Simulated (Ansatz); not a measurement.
# NO on Fe(100): change of the work function, part 2 of 3

Wanted: Δφ(θ) for NO/Fe(100), starting from the hollow site.

Ansatz 0.2.0; plane-wave DFT, PBE, Ansatz PAW (the session's first sound run).

So far, work function, upper face (eV): step 2 (the clean slab) 3.86; step 3 (22 atoms, coverage 0.25 ML, cell 2x2) 5.25.

## 4. The covered slab, k-mesh 5×5×1, coverage 0.5 ML

System of this step: NO/Fe(100). The cell holds 24 atoms: 20 Fe, 2 N and 2 O. Its edges and angles: a = 5.740 Å, b = 5.740 Å, c = 25.316 Å, α = 90.0°, β = 90.0°, γ = 90.0°. Vacuum lies along c.

Another coverage, to see how the dipoles act on each other as their distance changes.

input.yaml

```yaml
crystal:
  lattice:
    - [5.74, 0.0, 0.0]
    - [0.0, 5.74, 0.0]
    - [0.0, 0.0, 25.3155260767]
  atoms:
    - { symbol: Fe, position: [0.0, 0.0, 0.3555130544], spin: 2.97 }
    - { symbol: Fe, position: [0.25, 0.25, 0.4121976359], spin: 2.38 }
    - { symbol: Fe, position: [0.0, 0.0, 0.4682046933], spin: 2.5 }
    - { symbol: Fe, position: [0.25, 0.25, 0.5250364817], spin: 2.31 }
    - { symbol: Fe, position: [0.0, 0.0, 0.5781245087], spin: 2.92 }
    - { symbol: Fe, position: [0.0, 0.5, 0.3555130544], spin: 2.97 }
    - { symbol: Fe, position: [0.25, 0.75, 0.4121976359], spin: 2.38 }
    - { symbol: Fe, position: [0.0, 0.5, 0.4682046933], spin: 2.5 }
    - { symbol: Fe, position: [0.25, 0.75, 0.5250364817], spin: 2.31 }
    - { symbol: Fe, position: [0.0, 0.5, 0.5781245087], spin: 2.92 }
    - { symbol: Fe, position: [0.5, 0.0, 0.3555130544], spin: 2.97 }
    - { symbol: Fe, position: [0.75, 0.25, 0.4121976359], spin: 2.38 }
    - { symbol: Fe, position: [0.5, 0.0, 0.4682046933], spin: 2.5 }
    - { symbol: Fe, position: [0.75, 0.25, 0.5250364817], spin: 2.31 }
    - { symbol: Fe, position: [0.5, 0.0, 0.5781245087], spin: 2.92 }
    - { symbol: Fe, position: [0.5, 0.5, 0.3555130544], spin: 2.97 }
    - { symbol: Fe, position: [0.75, 0.75, 0.4121976359], spin: 2.38 }
    - { symbol: Fe, position: [0.5, 0.5, 0.4682046933], spin: 2.5 }
    - { symbol: Fe, position: [0.75, 0.75, 0.5250364817], spin: 2.31 }
    - { symbol: Fe, position: [0.5, 0.5, 0.5781245087], spin: 2.92 }
    - { symbol: "N", position: [0.25, 0.25, 0.597875234] }
    - { symbol: "N", position: [0.75, 0.75, 0.597875234] }
    - { symbol: O, position: [0.25, 0.25, 0.6444869456] }
    - { symbol: O, position: [0.75, 0.75, 0.6444869456] }
magnetization:
  spin_polarized: true
kpoints:
  mp_grid: { grid: [5, 5, 1] }
hamiltonian:
  xc: pbe
scf:
  occupations: { method: fermi_dirac, width: 0.1 }
  convergence: { dr2_threshold: 1.0e-08 }
efield:
  axis: 3
  dipole_correction: true
  ramp_position: 0.97
  ramp_width: 0.06
relax:
  f_tol: 0.02
  max_steps: 60
  constraints: [{ sites: [0, 1, 5, 6, 10, 11, 15, 16] }]
output:
  bader: true
  dos: { projected: true, e_range: [-8, 4] }
  write_potential: true
  write_density: true
  volumetric_format: npy
```

Launch:

```
ansatz run input.yaml --threads 4 --pin off --max-ram 12288MiB --backend cpu --events-out ev --progress --plain --runs-dir out
```

It took 9 min on 4 threads of Intel Xeon 6975P-C (Granite Rapids), shared host; peak memory 5.2 GiB; 33 min of CPU time.

Step by step:

| step | energy less that of the first step (eV) | largest force component (eV/Å) |
| --- | --- | --- |
| 1 | 0.0000 | 7.4638 |
| 2 | -0.8172 | 2.4274 |
| 3 | -1.0758 | 0.7294 |
| 4 | -1.1135 | 0.2491 |
| 5 | -1.1287 | 0.1153 |
| 6 | -1.1326 | 0.0095 |

Forces are held to the 16 operations that the run works with; a distortion that breaks them can't arise in this run.

The atoms that moved most (Å):

| atom | dx | dy | dz | length |
| --- | --- | --- | --- | --- |
| O24 | 0.000 | 0.000 | 0.274 | 0.274 |
| O23 | 0.000 | 0.000 | 0.274 | 0.274 |
| N22 | 0.000 | 0.000 | 0.166 | 0.166 |
| N21 | 0.000 | 0.000 | 0.166 | 0.166 |
| Fe5 | 0.000 | 0.000 | 0.061 | 0.061 |
| Fe10 | 0.000 | 0.000 | 0.061 | 0.061 |
| Fe15 | 0.000 | 0.000 | 0.061 | 0.061 |
| Fe20 | 0.000 | 0.000 | 0.061 | 0.061 |

Final coordinates:

```
Fe N O
1.0
     5.74000    0.00000    0.00000
     0.00000    5.74000    0.00000
     0.00000    0.00000   25.31553
Fe N O
20 2 2
Direct
  0.00000 0.00000 0.35551
  0.25000 0.25000 0.41220
  0.00000 0.00000 0.46831
  0.25000 0.25000 0.52298
  0.00000 0.00000 0.58055
  0.00000 0.50000 0.35551
  0.25000 0.75000 0.41220
  0.00000 0.50000 0.46831
  0.25000 0.75000 0.52530
  0.00000 0.50000 0.58055
  0.50000 0.00000 0.35551
  0.75000 0.25000 0.41220
  0.50000 0.00000 0.46831
  0.75000 0.25000 0.52530
  0.50000 0.00000 0.58055
  0.50000 0.50000 0.35551
  0.75000 0.75000 0.41220
  0.50000 0.50000 0.46831
  0.75000 0.75000 0.52298
  0.50000 0.50000 0.58055
  0.25000 0.25000 0.60443
  0.75000 0.75000 0.60443
  0.25000 0.25000 0.65531
  0.75000 0.75000 0.65531
```

This step gave:

- energy at zero smearing: -91499.4626 eV
- total moment: 49.59 μB
- work function, upper face: 5.867 eV
- work function, lower face: 3.840 eV
- dipole along the normal: -0.3690 e·Å
- step between the vacuum levels: 2.027 eV

The density of states has structure finer than the step of the table below, so its rows give means over 0.5 eV, whole bins alone (the curve runs from -8 to 1.98 eV). Peaks (eV: height): total -1.71: 73.8, -1.62: 65.3, -1.38: 103, -1.20: 92.6, -1.11: 89.4, -1.02: 115, 1.68: 65.9; up -7.85: 53.6, -3.19: 53.1, -1.38: 52.4, -1.32: 48.8, -1.20: 61.8, -1.11: 68.6, -1.02: 94.2; down -1.38: 50.3, 0.18: 47.6, 1.44: 47.7, 1.50: 45.6, 1.68: 63.1, 1.77: 58.3, 1.92: 48.4.

Density of states against energy, zero at the Fermi level; means over each step; values in states/eV a cell:

| energy (eV) | total | up | down |
| --- | --- | --- | --- |
| -7.5 | 10.2 | 3.74 | 6.49 |
| -7.0 | 7.22 | 4.32 | 2.90 |
| -6.5 | 1.66 | 0.743 | 0.921 |
| -6.0 | 2.20 | 1.69 | 0.514 |
| -5.5 | 3.64 | 2.07 | 1.57 |
| -5.0 | 5.25 | 3.28 | 1.97 |
| -4.5 | 12.9 | 11.1 | 1.85 |
| -4.0 | 17.5 | 15.1 | 2.35 |
| -3.5 | 28.6 | 23.5 | 5.10 |
| -3.0 | 33.2 | 26.0 | 7.26 |
| -2.5 | 36.4 | 23.2 | 13.2 |
| -2.0 | 32.5 | 21.3 | 11.3 |
| -1.5 | 48.5 | 28.6 | 19.9 |
| -1.0 | 58.1 | 33.2 | 24.9 |
| -0.5 | 28.8 | 14.7 | 14.1 |
| 0.0 | 22.6 | 7.74 | 14.8 |
| 0.5 | 19.3 | 6.37 | 12.9 |
| 1.0 | 24.4 | 3.41 | 21.0 |
| 1.5 | 34.3 | 3.38 | 31.0 |

Projected DOS per atom over height of the atomic layer and energy from the Fermi level. Layers: Fe4 Fe4 Fe4 Fe4 Fe4 N2 O2 from below.

Values in states/eV, 22 rows by 7 columns, each cell a mean:
```
1.11 1.85 2.13 1.88 1.44 0.44 0.21
1.90 1.55 1.36 1.67 1.76 0.35 0.25
1.19 0.69 0.63 0.95 1.18 0.31 0.27
1.87 0.55 0.64 0.48 0.70 0.38 0.36
1.35 0.78 0.83 0.79 1.51 0.21 0.29
0.90 1.56 1.52 1.54 1.05 0.15 0.36
1.70 3.08 2.74 2.85 2.18 0.30 1.02
1.87 2.96 2.70 2.47 2.05 0.12 0.44
2.01 1.42 1.43 1.23 2.54 0.16 0.61
2.28 1.26 1.13 1.40 2.08 0.13 0.77
2.49 1.23 1.42 1.45 1.43 0.06 0.80
1.73 1.33 1.87 1.52 1.28 0.04 0.38
1.33 1.20 0.85 1.37 1.12 0.04 0.39
1.04 0.96 0.97 0.78 0.40 0.02 0.10
0.35 0.63 0.87 0.66 0.24 0.02 0.04
0.20 0.31 0.29 0.31 0.10 0.03 0.03
0.16 0.22 0.19 0.24 0.07 0.03 0.03
0.10 0.17 0.17 0.14 0.04 0.02 0.02
0.03 0.10 0.10 0.04 0.01 0.02 0.02
0.05 0.14 0.14 0.07 0.07 0.76 0.45
0.03 0.09 0.08 0.12 0.18 2.74 2.22
0.01 0.03 0.06 0.19 0.51 2.59 2.29
```
Columns: height of the atomic layer (Å) from 9 to 16.6 (not evenly spaced); rows upwards: energy from the Fermi level (eV) from -7.96 to 1.95.

Projected DOS per atom, spin up over height of the atomic layer and energy from the Fermi level. Layers: Fe4 Fe4 Fe4 Fe4 Fe4 N2 O2 from below.

Values in states/eV, 22 rows by 7 columns, each cell a mean:
```
0.07 0.08 0.10 0.07 0.13 0.20 0.09
0.10 0.14 0.10 0.16 0.10 0.22 0.14
0.10 0.15 0.10 0.16 0.11 0.26 0.22
0.12 0.26 0.16 0.26 0.18 0.37 0.33
0.17 0.38 0.54 0.45 0.21 0.17 0.23
0.27 0.90 0.87 0.84 0.44 0.09 0.21
0.69 2.04 1.73 1.90 1.16 0.08 0.33
0.99 1.91 1.61 1.70 1.39 0.04 0.21
1.63 0.82 0.88 0.55 1.82 0.04 0.35
1.76 0.51 0.61 0.67 1.61 0.02 0.30
2.14 0.80 0.90 0.86 1.06 0.02 0.15
1.56 1.09 1.56 1.22 1.13 0.03 0.25
1.17 0.97 0.54 1.15 1.00 0.03 0.35
0.96 0.84 0.86 0.65 0.36 0.01 0.07
0.30 0.52 0.75 0.55 0.21 0.01 0.03
0.12 0.21 0.21 0.20 0.07 0.01 0.01
0.08 0.11 0.10 0.13 0.04 0.01 0.01
0.08 0.12 0.11 0.11 0.03 0.02 0.02
0.01 0.04 0.04 0.02 0.00 0.01 0.01
0.03 0.07 0.08 0.05 0.06 0.71 0.40
0.02 0.05 0.05 0.07 0.10 1.09 0.98
0.00 0.02 0.04 0.10 0.27 1.17 1.02
```
Columns: height of the atomic layer (Å) from 9 to 16.6 (not evenly spaced); rows upwards: energy from the Fermi level (eV) from -7.96 to 1.95.

Projected DOS per atom, spin down over height of the atomic layer and energy from the Fermi level. Layers: Fe4 Fe4 Fe4 Fe4 Fe4 N2 O2 from below.

Ten even steps from '_' (0.00 states/eV) to '@' (2.03 states/eV), each cell a mean:
```
++%%@@%%**..__
%%****##%%____
++::::--++____
%%..::..::____
++......**____
----------____
==++====++..--
==++++----__..
..::::----__..
::--::--::__::
..::::::..__--
__......______
__......______
______________
______________
______________
______________
______________
______________
______________
__________%%**
________..##**
```
Columns: height of the atomic layer (Å) from 9 to 16.6 (not evenly spaced); rows upwards: energy from the Fermi level (eV) from -7.96 to 1.95.

Site moment by atom:

| atom | site moment (μB) |
| --- | --- |
| Fe1 | 2.97 |
| Fe2 | 2.39 |
| Fe3 | 2.45 |
| Fe4 | 2.13 |
| Fe5 | 2.34 |
| Fe6 | 2.97 |
| Fe7 | 2.37 |
| Fe8 | 2.45 |
| Fe9 | 2.51 |
| Fe10 | 2.34 |
| Fe11 | 2.97 |
| Fe12 | 2.37 |
| Fe13 | 2.45 |
| Fe14 | 2.51 |
| Fe15 | 2.34 |
| Fe16 | 2.97 |
| Fe17 | 2.39 |
| Fe18 | 2.45 |
| Fe19 | 2.13 |
| Fe20 | 2.34 |
| N21 | -0.10 |
| N22 | -0.10 |
| O23 | -0.13 |
| O24 | -0.13 |

The relaxation took 6 steps and lowered the energy by 1.1 eV; the largest force on the free atoms ends at 0.0095 eV/Å.

The covered face has 5.87 eV, +2.01 eV against the clean one; the bare back face has moved by +0.01 eV, a measure of how thin the slab is.

## 5. The covered slab, k-mesh 10×10×1, coverage 1 ML

System of this step: NO/Fe(100). The cell holds 7 atoms: 5 Fe, 1 N and 1 O. Cell: a = 2.870 Å, b = 2.870 Å, c = 25.316 Å, α = 90.0°, β = 90.0°, γ = 90.0°. Vacuum lies along c.

input.yaml, the sections that differ from step 4:

```yaml
crystal:
  lattice:
    - [2.87, 0.0, 0.0]
    - [0.0, 2.87, 0.0]
    - [0.0, 0.0, 25.3155260767]
  atoms:
    - { symbol: Fe, position: [0.0, 0.0, 0.3555130544], spin: 2.97 }
    - { symbol: Fe, position: [0.5, 0.5, 0.4121976359], spin: 2.38 }
    - { symbol: Fe, position: [0.0, 0.0, 0.4682046933], spin: 2.5 }
    - { symbol: Fe, position: [0.5, 0.5, 0.5250364817], spin: 2.31 }
    - { symbol: Fe, position: [0.0, 0.0, 0.5781245087], spin: 2.92 }
    - { symbol: "N", position: [0.5, 0.5, 0.597875234] }
    - { symbol: O, position: [0.5, 0.5, 0.6444869456] }
kpoints:
  mp_grid: { grid: [10, 10, 1] }
relax:
  f_tol: 0.02
  max_steps: 60
  constraints: [{ sites: [0, 1] }]
output:
  bader: true
  write_potential: true
  write_density: true
  volumetric_format: npy
# magnetization, hamiltonian, scf, efield: as in step 4
```

Run time: 1.7 min. Hardware: 4 threads; peak memory 1 GiB; 6.5 min of CPU time.

The steps of the relaxation:

| step | energy less that of the first step (eV) | largest force component (eV/Å) |
| --- | --- | --- |
| 1 | 0.0000 | 6.4826 |
| 2 | -0.3365 | 1.8769 |
| 3 | -0.4999 | 0.8509 |
| 4 | -0.5595 | 0.6484 |
| 5 | -0.5814 | 0.3680 |
| 6 | -0.5867 | 0.0179 |

The run keeps the 8 symmetry operations that it works with, so distortions that break them were not tested.

The atoms that moved most (Å):

| atom | dx | dy | dz | length |
| --- | --- | --- | --- | --- |
| O7 | 0.000 | 0.000 | 0.467 | 0.467 |
| N6 | 0.000 | 0.000 | 0.399 | 0.399 |
| Fe5 | 0.000 | 0.000 | 0.184 | 0.184 |
| Fe4 | 0.000 | 0.000 | -0.021 | 0.021 |
| Fe3 | 0.000 | 0.000 | 0.013 | 0.013 |

The relaxation took 6 steps and lowered the energy by 0.59 eV; the largest force on the free atoms ends at 0.018 eV/Å.

The covered face has 6.42 eV, +2.56 eV against the clean one; the bare back face has moved by +0.06 eV, a measure of how thin the slab is.

## 6. Work function against coverage

This step: plane-wave DFT, PBE, Ansatz PAW; work function against coverage (Ansatz 0.2.0).

The runs are now put side by side.

Numbers from this step:

```
work function of the clean face     : 3.856 eV
largest change of the work function : 2.565 eV
```

The work function of the covered face by coverage:

| coverage (adsorbates/nm²) | work function of the covered face (eV) |
| --- | --- |
| 0.00 | 3.86 |
| 3.04 | 5.25 |
| 6.07 | 5.87 |
| 12.14 | 6.42 |

The dipole per adsorbate comes from the change of the cell's dipole. Coverage, by row:

| coverage (1/nm²) | coverage (ML) | work function (eV) | change (eV) | dipole per adsorbate, positive end outwards (debye) | mean height of the added atoms over the highest substrate atom (Å) |
| --- | --- | --- | --- | --- | --- |
| 3.035 | 0.25 | 5.247 | 1.39 | -1.199 | 1.524 |
| 6.07 | 0.5 | 5.867 | 2.011 | -0.875 | 1.249 |
| 12.14 | 1 | 6.421 | 2.565 | -0.548 | 1.339 |

## 7. The 0.25 ML cell at another level of theory, cutoff 420 eV, functional revpbe

This step: plane-wave DFT, revPBE, Ansatz PAW (Ansatz 0.2.0).

System of this step: NO/Fe(100). The cell holds 22 atoms: 20 Fe, 1 N and 1 O. Cell: a = 5.740 Å, b = 5.740 Å, c = 25.316 Å, α = 90.0°, β = 90.0°, γ = 90.0°. Vacuum lies along c.

The geometry is kept and the functional is revPBE.

input.yaml

```yaml
crystal:
  lattice:
    - [5.74, 0.0, 0.0]
    - [0.0, 5.74, 0.0]
    - [0.0, 0.0, 25.3155260767]
  atoms:
    - { symbol: Fe, position: [0.0, 0.0, 0.3555130544], spin: 2.5 }
    - { symbol: Fe, position: [0.25, 0.25, 0.4121976359], spin: 2.5 }
    - { symbol: Fe, position: [-0.004999015, -0.004999015, 0.4685703217], spin: 2.5 }
    - { symbol: Fe, position: [0.25, 0.25, 0.5177871567], spin: 2.5 }
    - { symbol: Fe, position: [0.0221205519, 0.0221205519, 0.580231338], spin: 2.5 }
    - { symbol: Fe, position: [0.0, 0.5, 0.3555130544], spin: 2.5 }
    - { symbol: Fe, position: [0.25, 0.75, 0.4121976359], spin: 2.5 }
    - { symbol: Fe, position: [-0.004999015, 0.504999015, 0.4685703217], spin: 2.5 }
    - { symbol: Fe, position: [0.25, 0.75, 0.52545295], spin: 2.5 }
    - { symbol: Fe, position: [0.0221205519, 0.4778794481, 0.580231338], spin: 2.5 }
    - { symbol: Fe, position: [0.5, 0.0, 0.3555130544], spin: 2.5 }
    - { symbol: Fe, position: [0.75, 0.25, 0.4121976359], spin: 2.5 }
    - { symbol: Fe, position: [0.504999015, -0.004999015, 0.4685703217], spin: 2.5 }
    - { symbol: Fe, position: [0.75, 0.25, 0.52545295], spin: 2.5 }
    - { symbol: Fe, position: [0.4778794481, 0.0221205519, 0.580231338], spin: 2.5 }
    - { symbol: Fe, position: [0.5, 0.5, 0.3555130544], spin: 2.5 }
    - { symbol: Fe, position: [0.75, 0.75, 0.4121976359], spin: 2.5 }
    - { symbol: Fe, position: [0.504999015, 0.504999015, 0.4685703217], spin: 2.5 }
    - { symbol: Fe, position: [0.75, 0.75, 0.5289010061], spin: 2.5 }
    - { symbol: Fe, position: [0.4778794481, 0.4778794481, 0.580231338], spin: 2.5 }
    - { symbol: "N", position: [0.25, 0.25, 0.6152776334] }
    - { symbol: O, position: [0.25, 0.25, 0.6656068372] }
magnetization:
  spin_polarized: true
kpoints:
  mp_grid: { grid: [5, 5, 1] }
hamiltonian:
  xc: revpbe
scf:
  occupations: { method: fermi_dirac, width: 0.1 }
  convergence: { dr2_threshold: 1.0e-08 }
efield:
  axis: 3
  dipole_correction: true
  ramp_position: 0.97
  ramp_width: 0.06
output:
  write_potential: true
  write_density: true
  volumetric_format: npy
```

It took 2.2 min on 4 threads; peak memory 4.9 GiB; 7.8 min of CPU time.

Numbers from this step:

- energy at zero smearing: -90621.3100 eV
- total moment: 51.14 μB
- work function, upper face: 5.095 eV
- work function, lower face: 3.689 eV
- dipole along the normal: -0.2560 e·Å
- step between the vacuum levels: 1.406 eV

Site moment by atom:

| atom | site moment (μB) |
| --- | --- |
| Fe1 | 2.98 |
| Fe2 | 2.46 |
| Fe3 | 2.45 |
| Fe4 | 2.26 |
| Fe5 | 2.51 |
| Fe6 | 2.98 |
| Fe7 | 2.41 |
| Fe8 | 2.45 |
| Fe9 | 2.45 |
| Fe10 | 2.51 |
| Fe11 | 2.98 |
| Fe12 | 2.41 |
| Fe13 | 2.45 |
| Fe14 | 2.45 |
| Fe15 | 2.51 |
| Fe16 | 2.98 |
| Fe17 | 2.37 |
| Fe18 | 2.45 |
| Fe19 | 2.44 |
| Fe20 | 2.51 |
| N21 | -0.11 |
| O22 | -0.14 |

The work function comes to 5.10 eV, -0.15 eV from the first level.

## 8. The 0.25 ML cell at another level of theory, cutoff 1240 eV, functional PBE

This step: plane-wave DFT, PBE, norm-conserving (Ansatz 0.2.0).

The geometry is kept and the functional is PBE; other changes against the main runs: norm-conserving files and cutoff 420 → 1240.

input.yaml: that of step 7 with these lines changed.

```diff
@@ -33,3 +33,4 @@
 hamiltonian:
-  xc: revpbe
+  xc: pbe
+  pseudopotentials: { kind: nc }
 scf:
```

Run time: 8.2 min. Hardware: 4 threads; peak memory 10 GiB.

Numbers from this step:

- energy at zero smearing: -71523.4793 eV
- total moment: 50.70 μB
- work function, upper face: 5.246 eV
- work function, lower face: 3.849 eV
- dipole along the normal: -0.2543 e·Å
- step between the vacuum levels: 1.396 eV

The work function comes to 5.25 eV, -0.00 eV from the first level.

## 9. The 0.25 ML cell at another level of theory, cutoff 1380 eV, functional PBE

This step: plane-wave DFT, PBE, JTH PAW (Ansatz 0.2.0).

The geometry is kept and the functional is PBE; other changes against the main runs: JTH PAW files and cutoff 420 → 1380.

input.yaml: that of step 8 with these lines changed.

```diff
@@ -34,3 +34,3 @@
   xc: pbe
-  pseudopotentials: { kind: nc }
+  pseudopotentials: { kind: paw, source: jth }
 scf:
```

Wall time 9.7 min (4 threads); peak memory 10 GiB; 36 min of CPU time.

The work function comes to 5.26 eV, +0.02 eV from the first level.

(Continued in part 3 of 3.)

[Logs are printed without paths, hosts, clocks, repeated set-up lines and the standing remarks that a program may print on its own settings, such as how far it seeks lower states.]

[Hosts, paths, dates, database ids (printed as entryN), source tags and the programs' standing remarks are cut or masked in the printed files.]

[Maps of the electrostatic potential energy from Ansatz leave out the sawtooth potential of an applied field or a dipole correction, so their vacuum need not be flat; planar profiles and work functions include it.]
